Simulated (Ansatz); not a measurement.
The compound is KCrF3 (cubic perovskite) (Pm-3m).

The structure was built from a prototype and need not be the compound's stable phase.

```
K Cr F
1.0
     0.00000   -3.90089    0.00000
     0.00000    0.00000    3.90089
    -3.90089    0.00000    0.00000
K Cr F
1 1 3
Direct
  0.00000 0.00000 0.00000
  0.50000 0.50000 0.50000
  0.50000 0.50000 0.00000
  0.50000 0.00000 0.50000
  0.00000 0.50000 0.50000
```

The structure was relaxed with LDA. The structure type comes from a generator and need not be one that this composition takes. The structure was generated from a model, not taken from a measurement. The runs that relaxed it are not among those shown. The program's search for lower electronic states was switched off, so nothing shows that the state found is the lowest. PAW set soft_2, made with PBE.

A constrained-RPA run (Ansatz 0.2.0; non-magnetic LDA; Cr t2g, bands v2 to c1, 4×4×4 mesh, medium accuracy) builds 3 functions on bands 1.5 eV wide, with 4.0 electrons in the window. The bare on-site interaction is 18.9 eV and the bare J 0.69 eV.

Question: Estimate U, U′ and J.

On the Cr t2g shell, U = 6.63 eV (35 % of the bare value), U′ = 5.55 eV, J = 0.50 eV.

The parent state is non-magnetic and the interaction static (zero frequency); U depends on the window and the orbitals, so it belongs to this model alone. A model of the t2g bands alone assumes low spin; where the ion is high-spin, as for many Cr, Mn, Fe and Co compounds, the eg bands are needed too.

[Paths, hosts, dates, memory and timing lines, banners, echoed tables and standing remarks are left out of the program output.]

[Logs are printed without paths, hosts, clocks, repeated set-up lines and the standing remarks that a program may print on its own settings, such as how far it seeks lower states.]

[Runs of the session that timed out or met a known fault of the program may be left out.]

[Hosts, paths, dates, database ids (printed as entryN), source tags and the programs' standing remarks are cut or masked in the printed files.]
